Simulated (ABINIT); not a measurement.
**SnO2 (Cassiterite): a self-consistent loop beyond G0W0, cycle by cycle**

How far does self-consistency move the gap of SnO2 (Cassiterite)?

Calculated with ABINIT 10.8.3; PBE and many-body steps on it, plane waves.

**Experimental background.**

- Gap 3.6 eV: experimental gap quoted from earlier work; bulk crystal (quoted in “Study on the Photocatalytic Properties of Flower-Shaped SnO2”, 2022, pmc:9565917).

Most raw output is cut from this account.

**1. Set-up**

Symmetry: P4_2/mnm, No. 136, tetragonal system. The conventional cell has a = 4.738 Å, b = 4.738 Å, c = 3.187 Å, α = 90.00°, β = 90.00°, γ = 90.00°. Nearest to Sn lie 6 O at 2.05 to 2.06 Å. Nearest to O lie 3 Sn at 2.05 to 2.06 Å. Farther neighbours and most contacts between anions are not listed.

The cell and positions come from the Crystallography Open Database and are kept as given unless a step says otherwise.

**2. Empty states on the mesh, 4×4×4 mesh, 89 bands**

This step: ABINIT 10.8.3; DFT, PBE, plane waves, norm-conserving pseudopotentials.

The sums over transitions need many empty states on a uniform mesh; this step solves for them.

The input, run.abi:

```
acell 3*1.0 Angstrom
rprim 
  4.738000000000 0.000000000000 0.000000000000
  0.000000000000 4.738000000000 0.000000000000
  0.000000000000 0.000000000000 3.186500000000
ntypat 2
znucl 50 8
natom 6
typat 1 1 2 2 2 2
xred 
  0.000000000000 0.000000000000 0.000000000000
  0.500000000000 0.500000000000 0.500000000000
  0.307100000000 0.307100000000 0.000000000000
  0.192900000000 0.807100000000 0.500000000000
  0.692900000000 0.692900000000 0.000000000000
  0.807100000000 0.192900000000 0.500000000000
pp_dirpath "pseudos"
pseudos "Sn.upf, O.upf"
ecut 42
ngkpt 4 4 4
nshiftk 1
shiftk 0 0 0
kptopt 1
chksymbreak 0
iscf -2
irdden 1
istwfk *1
nband 89
nbdbuf 8
tolwfr 1e-09
nstep 60
prtvol 0
indata_prefix "in"
outdata_prefix "out"
tmpdata_prefix "tmp"
```

Started as:

```sh
> OMP_NUM_THREADS=1 mpirun -n 4 abinit run.abi > log
```

Elapsed: 68 s, on 4 MPI ranks of Arm Neoverse V1, shared host; peak memory 0.44 GiB; 4.6 min of CPU time.

This step gave:

| Property | Result |
| --- | --- |
| gap | 1.284 eV |
| k of the valence top | 0, 0, 0 |
| k of the conduction bottom | 0, 0, 0 |
| least direct gap | 1.284 eV |
| k points computed | 18 |
| lowest point of the top converged band, above the valence top | 36.96 eV |

On this mesh the gap is 1.284 eV.

The density comes from a self-consistent run that is not shown.

**3. Screening, 4×4×4 mesh, 81 bands, screening to 106.1 eV**

The RPA dielectric matrix is built and inverted for each q.

This step: RPA screening on PBE, plane waves, norm-conserving pseudopotentials.

run.abi, as its differences from that of step 2:

```diff
@@ -24,10 +24,11 @@
 chksymbreak 0
-iscf -2
-irdden 1
 istwfk *1
-nband 89
-nbdbuf 8
-tolwfr 1e-09
-nstep 60
-prtvol 0
+occopt 1
+irdwfk 1
+optdriver 3
+nband 81
+ecuteps 3.9
+inclvkb 2
+awtr 1
+symchi 1
 indata_prefix "in"
```

Run time: 2.7 min. Hardware: 4 MPI ranks; peak memory 2.3 GiB.

Numbers from this step:

```yaml
eps_infinity_with_local_fields_on_this_mesh_along_the_program_s_q_direction: 4.545
the_same_without_local_fields: 4.746
plasma_frequency: 36.20 eV
plane_waves_in_the_screening_matrix: 177
```

Local fields lower ε∞ by 4 %. On a Γ-centred mesh this coarse the value itself is usually too large, while a short band sum pulls it down.

**4. G0W0**

The self-energy is evaluated for the states that the input lists, and the levels follow from it, in one-shot runs by the linearised quasiparticle equation.

This step: G0W0 on PBE, plane waves, norm-conserving pseudopotentials.

run.abi, as its differences from that of step 3:

```diff
@@ -27,8 +27,15 @@
 irdwfk 1
-optdriver 3
+optdriver 4
 nband 81
+gwcalctyp 0
+ecutsigx 42
+symsigma 1
+nkptgw 1
+kptgw 
+  0.0000000000 0.0000000000 0.0000000000
+bdgw 
+  32 36
 ecuteps 3.9
-inclvkb 2
-awtr 1
-symchi 1
+irdscr 1
+ppmodel 1
 indata_prefix "in"
```

It took 7.6 s on 4 MPI ranks; peak memory 1.7 GiB; 30 s of CPU time.

This step gave:

| Item | Value |
| --- | --- |
| G0W0 gap on the points computed | 2.79 eV |
| starting gap on the mesh | 1.284 eV |
| k of the valence top | 0, 0, 0 |
| k of the conduction bottom | 0, 0, 0 |
| Z at the valence top | 0.79 |
| Z at the conduction bottom | 0.846 |
| least direct G0W0 gap on the computed points | 2.79 eV |

The gap on the mesh goes from 1.28 eV to 2.79 eV, a correction of +1.51 eV.

**5. evGW0, cycle 1**

This step: evGW0 on PBE, plane waves, norm-conserving pseudopotentials.

run.abi, as its differences from that of step 4:

```diff
@@ -29,10 +29,44 @@
 nband 81
-gwcalctyp 0
+gwcalctyp 10
 ecutsigx 42
 symsigma 1
-nkptgw 1
+nkptgw 18
 kptgw 
   0.0000000000 0.0000000000 0.0000000000
+  0.2500000000 0.0000000000 0.0000000000
+  0.5000000000 0.0000000000 0.0000000000
+  0.2500000000 0.2500000000 0.0000000000
+  0.5000000000 0.2500000000 0.0000000000
+  0.5000000000 0.5000000000 0.0000000000
+  0.0000000000 0.0000000000 0.2500000000
+  0.2500000000 0.0000000000 0.2500000000
+  0.5000000000 0.0000000000 0.2500000000
+  0.2500000000 0.2500000000 0.2500000000
+  0.5000000000 0.2500000000 0.2500000000
+  0.5000000000 0.5000000000 0.2500000000
+  0.0000000000 0.0000000000 0.5000000000
+  0.2500000000 0.0000000000 0.5000000000
+  0.5000000000 0.0000000000 0.5000000000
+  0.2500000000 0.2500000000 0.5000000000
+  0.5000000000 0.2500000000 0.5000000000
+  0.5000000000 0.5000000000 0.5000000000
 bdgw 
-  32 36
+  23 40
+  23 40
+  23 40
+  23 40
+  23 40
+  23 40
+  23 40
+  23 40
+  23 40
+  23 40
+  23 40
+  23 40
+  23 40
+  23 40
+  23 40
+  23 40
+  23 40
+  23 40
 ecuteps 3.9
```

Run time: 8.3 min. Hardware: 4 MPI ranks; peak memory 3.6 GiB.

Numbers from this step:

| Item | Value |
| --- | --- |
| quasiparticle gap on the mesh | 3.082 eV |
| gap of the density functional on the mesh | 1.284 eV |
| k of the valence top | 0, 0, 0 |
| k of the conduction bottom | 0, 0, 0 |
| Z at the valence top | 0.79 |
| Z at the conduction bottom | 0.846 |
| least direct quasiparticle gap on the computed points | 3.082 eV |

Against G0W0 in ABINIT (4×4×4 mesh, 81 bands, screening to 106.1 eV, Godby-Needs plasmon pole), the gap moves by +0.292 eV. This first cycle still uses the starting levels; it takes the full correction, at all points of the mesh, and its linearised value is 2.790 eV.

**6. evGW0, cycle 2**

The corrected levels of the last cycle go back in.

run.abi, as its differences from that of step 5:

```diff
@@ -74,2 +74,3 @@
 ppmodel 1
+irdqps 1
 indata_prefix "in"
```

Run time: 8.3 min. Hardware: 4 MPI ranks; peak memory 3.6 GiB.

This step gave:

| Property | Result |
| --- | --- |
| quasiparticle gap on the mesh | 3.019 eV |
| gap of the density functional on the mesh | 1.284 eV |
| k of the valence top | 0, 0, 0 |
| k of the conduction bottom | 0, 0, 0 |
| least direct quasiparticle gap on the computed points | 3.019 eV |

Against the cycle before, the gap moves by −0.063 eV.

**7. evGW0, cycle 3**

run.abi is that of step 6.

It took 8.2 min on 4 MPI ranks; peak memory 3.6 GiB; 33 min of CPU time.

Numbers from this step:

- quasiparticle gap on the mesh: 3.01 eV
- gap of the density functional on the mesh: 1.284 eV
- k of the valence top: 0, 0, 0
- k of the conduction bottom: 0, 0, 0
- least direct quasiparticle gap on the computed points: 3.01 eV

Against the cycle before, the gap moves by −0.009 eV.

**8. Screening, 4×4×4 mesh, 81 bands, screening to 106.1 eV**

This step: RPA screening on PBE, plane waves, norm-conserving pseudopotentials.

The input, run.abi:

```
acell 3*1.0 Angstrom
rprim 
  4.738000000000 0.000000000000 0.000000000000
  0.000000000000 4.738000000000 0.000000000000
  0.000000000000 0.000000000000 3.186500000000
ntypat 2
znucl 50 8
natom 6
typat 1 1 2 2 2 2
xred 
  0.000000000000 0.000000000000 0.000000000000
  0.500000000000 0.500000000000 0.500000000000
  0.307100000000 0.307100000000 0.000000000000
  0.192900000000 0.807100000000 0.500000000000
  0.692900000000 0.692900000000 0.000000000000
  0.807100000000 0.192900000000 0.500000000000
pp_dirpath "pseudos"
pseudos "Sn.upf, O.upf"
ecut 42
ngkpt 4 4 4
nshiftk 1
shiftk 0 0 0
kptopt 1
chksymbreak 0
istwfk *1
occopt 1
irdwfk 1
optdriver 3
nband 81
ecuteps 3.9
inclvkb 2
awtr 1
symchi 1
gwcalctyp 10
mbpt_sciss 2.540 eV
nqptdm 1
qptdm 
  0 0 0
indata_prefix "in"
outdata_prefix "out"
tmpdata_prefix "tmp"
```

Elapsed: 39 s, on 4 MPI ranks; peak memory 2.3 GiB.

Numbers from this step:

```yaml
eps_infinity_with_local_fields_on_this_mesh_along_the_program_s_q_direction: 3.703
the_same_without_local_fields: 3.837
plasma_frequency: 36.20 eV
plane_waves_in_the_screening_matrix: 177
```

This screening uses the functional's bands under a rigid shift, the mean opening of the cycle before.

**9. Screening, 4×4×4 mesh, 81 bands, screening to 106.1 eV**

This step: RPA screening on PBE from quasiparticle energies, plane waves, norm-conserving pseudopotentials.

run.abi, as its differences from that of step 8:

```diff
@@ -33,7 +33,23 @@
 symchi 1
+irdqps 1
 gwcalctyp 10
-mbpt_sciss 2.540 eV
-nqptdm 1
+nqptdm 17
 qptdm 
-  0 0 0
+  0.2500000000 0.0000000000 0.0000000000
+  0.5000000000 0.0000000000 0.0000000000
+  0.2500000000 0.2500000000 0.0000000000
+  0.5000000000 0.2500000000 0.0000000000
+  0.5000000000 0.5000000000 0.0000000000
+  0.0000000000 0.0000000000 0.2500000000
+  0.2500000000 0.0000000000 0.2500000000
+  0.5000000000 0.0000000000 0.2500000000
+  0.2500000000 0.2500000000 0.2500000000
+  0.5000000000 0.2500000000 0.2500000000
+  0.5000000000 0.5000000000 0.2500000000
+  0.0000000000 0.0000000000 0.5000000000
+  0.2500000000 0.0000000000 0.5000000000
+  0.5000000000 0.0000000000 0.5000000000
+  0.2500000000 0.2500000000 0.5000000000
+  0.5000000000 0.2500000000 0.5000000000
+  0.5000000000 0.5000000000 0.5000000000
 indata_prefix "in"
```

The input, mrgscr.stdin:

```
2
merged
q0_SCR
out_SCR
1
```

Started as:

```sh
> OMP_NUM_THREADS=1 mpirun -n 4 abinit run.abi > log; mrgscr < mrgscr.stdin
```

Run time: 2.1 min. Hardware: 4 MPI ranks; peak memory 2.1 GiB.

This step gave:

```yaml
plasma_frequency: 36.20 eV
plane_waves_in_the_screening_matrix: 177
```

This screening reads the quasiparticle levels of the cycle before.

**10. evGW, cycle 1**

This step: evGW on PBE, plane waves, norm-conserving pseudopotentials.

run.abi, as its differences from that of step 9:

```diff
@@ -27,12 +27,10 @@
 irdwfk 1
-optdriver 3
+optdriver 4
 nband 81
-ecuteps 3.9
-inclvkb 2
-awtr 1
-symchi 1
-irdqps 1
 gwcalctyp 10
-nqptdm 17
-qptdm 
+ecutsigx 42
+symsigma 1
+nkptgw 18
+kptgw 
+  0.0000000000 0.0000000000 0.0000000000
   0.2500000000 0.0000000000 0.0000000000
@@ -54,2 +52,25 @@
   0.5000000000 0.5000000000 0.5000000000
+bdgw 
+  23 40
+  23 40
+  23 40
+  23 40
+  23 40
+  23 40
+  23 40
+  23 40
+  23 40
+  23 40
+  23 40
+  23 40
+  23 40
+  23 40
+  23 40
+  23 40
+  23 40
+  23 40
+ecuteps 3.9
+irdscr 1
+ppmodel 1
+irdqps 1
 indata_prefix "in"
```

Started as:

```sh
> OMP_NUM_THREADS=1 mpirun -n 4 abinit run.abi > log
```

Wall time 8.3 min (4 MPI ranks); peak memory 3.6 GiB; 33 min of CPU time.

This step gave:

- quasiparticle gap on the mesh: 3.424 eV
- gap of the density functional on the mesh: 1.284 eV
- k of the valence top: 0, 0, 0
- k of the conduction bottom: 0, 0, 0
- least direct quasiparticle gap on the computed points: 3.424 eV

Against G0W0 in ABINIT (4×4×4 mesh, 81 bands, screening to 106.1 eV, Godby-Needs plasmon pole), the gap moves by +0.634 eV.

**11. Screening, 4×4×4 mesh, 81 bands, screening to 106.1 eV**

This step: RPA screening on PBE, plane waves, norm-conserving pseudopotentials.

The input, run.abi:

```
acell 3*1.0 Angstrom
rprim 
  4.738000000000 0.000000000000 0.000000000000
  0.000000000000 4.738000000000 0.000000000000
  0.000000000000 0.000000000000 3.186500000000
ntypat 2
znucl 50 8
natom 6
typat 1 1 2 2 2 2
xred 
  0.000000000000 0.000000000000 0.000000000000
  0.500000000000 0.500000000000 0.500000000000
  0.307100000000 0.307100000000 0.000000000000
  0.192900000000 0.807100000000 0.500000000000
  0.692900000000 0.692900000000 0.000000000000
  0.807100000000 0.192900000000 0.500000000000
pp_dirpath "pseudos"
pseudos "Sn.upf, O.upf"
ecut 42
ngkpt 4 4 4
nshiftk 1
shiftk 0 0 0
kptopt 1
chksymbreak 0
istwfk *1
occopt 1
irdwfk 1
optdriver 3
nband 81
ecuteps 3.9
inclvkb 2
awtr 1
symchi 1
gwcalctyp 10
mbpt_sciss 3.002 eV
nqptdm 1
qptdm 
  0 0 0
indata_prefix "in"
outdata_prefix "out"
tmpdata_prefix "tmp"
```

Wall time 40 s (4 MPI ranks); peak memory 2.3 GiB.

Numbers from this step:

```
ε∞ with local fields, on this mesh, along the program's q direction : 3.599
the same without local fields                                       : 3.724
plasma frequency                                                    : 36.20 eV
plane waves in the screening matrix                                 : 177
```

This screening uses the functional's bands under a rigid shift, the mean opening of the cycle before.

**12. Screening, 4×4×4 mesh, 81 bands, screening to 106.1 eV**

This step: RPA screening on PBE from quasiparticle energies, plane waves, norm-conserving pseudopotentials.

run.abi, as its differences from that of step 11:

```diff
@@ -33,7 +33,23 @@
 symchi 1
+irdqps 1
 gwcalctyp 10
-mbpt_sciss 3.002 eV
-nqptdm 1
+nqptdm 17
 qptdm 
-  0 0 0
+  0.2500000000 0.0000000000 0.0000000000
+  0.5000000000 0.0000000000 0.0000000000
+  0.2500000000 0.2500000000 0.0000000000
+  0.5000000000 0.2500000000 0.0000000000
+  0.5000000000 0.5000000000 0.0000000000
+  0.0000000000 0.0000000000 0.2500000000
+  0.2500000000 0.0000000000 0.2500000000
+  0.5000000000 0.0000000000 0.2500000000
+  0.2500000000 0.2500000000 0.2500000000
+  0.5000000000 0.2500000000 0.2500000000
+  0.5000000000 0.5000000000 0.2500000000
+  0.0000000000 0.0000000000 0.5000000000
+  0.2500000000 0.0000000000 0.5000000000
+  0.5000000000 0.0000000000 0.5000000000
+  0.2500000000 0.2500000000 0.5000000000
+  0.5000000000 0.2500000000 0.5000000000
+  0.5000000000 0.5000000000 0.5000000000
 indata_prefix "in"
```

mrgscr.stdin is that of step 9.

Started as:

```sh
> OMP_NUM_THREADS=1 mpirun -n 4 abinit run.abi > log; mrgscr < mrgscr.stdin
```

Run time: 2.1 min. Hardware: 4 MPI ranks; peak memory 2.1 GiB; 8.4 min of CPU time.

This step gave:

* plasma frequency: 36.20 eV
* plane waves in the screening matrix: 177

This screening reads the quasiparticle levels of the cycle before.

**13. evGW, cycle 2**

This step: evGW on PBE, plane waves, norm-conserving pseudopotentials.

run.abi, as its differences from that of step 12:

```diff
@@ -27,12 +27,10 @@
 irdwfk 1
-optdriver 3
+optdriver 4
 nband 81
-ecuteps 3.9
-inclvkb 2
-awtr 1
-symchi 1
-irdqps 1
 gwcalctyp 10
-nqptdm 17
-qptdm 
+ecutsigx 42
+symsigma 1
+nkptgw 18
+kptgw 
+  0.0000000000 0.0000000000 0.0000000000
   0.2500000000 0.0000000000 0.0000000000
@@ -54,2 +52,25 @@
   0.5000000000 0.5000000000 0.5000000000
+bdgw 
+  23 40
+  23 40
+  23 40
+  23 40
+  23 40
+  23 40
+  23 40
+  23 40
+  23 40
+  23 40
+  23 40
+  23 40
+  23 40
+  23 40
+  23 40
+  23 40
+  23 40
+  23 40
+ecuteps 3.9
+irdscr 1
+ppmodel 1
+irdqps 1
 indata_prefix "in"
```

Started as:

```sh
> OMP_NUM_THREADS=1 mpirun -n 4 abinit run.abi > log
```

It took 8.2 min on 4 MPI ranks; peak memory 3.6 GiB; 33 min of CPU time.

This step gave:

```
quasiparticle gap on the mesh                         : 3.478 eV
gap of the density functional on the mesh             : 1.284 eV
k of the valence top                                  : 0, 0, 0
k of the conduction bottom                            : 0, 0, 0
least direct quasiparticle gap on the computed points : 3.478 eV
```

Against the cycle before, the gap moves by +0.054 eV.

[end of part 1 of 2]

[Paths, hosts, dates, memory and timing lines, banners, echoed tables and standing remarks are left out of the program output.]

[Logs are printed without paths, hosts, clocks, repeated set-up lines and the standing remarks that a program may print on its own settings, such as how far it seeks lower states.]

[Runs of the session that timed out or met a known fault of the program may be left out.]

[Hosts, paths, dates, database ids (printed as entryN), source tags and the programs' standing remarks are cut or masked in the printed files.]

[G0W0 gaps are taken among the corrected bands and points alone; a level outside them can change the order at an edge.]

[Where Ansatz stands beside ABINIT at settings called matched, ABINIT's density can come from a denser mesh and the files from another edition; pairs whose starting gaps differed by over 0.03 eV were left out, so agreement reads better than it is.]
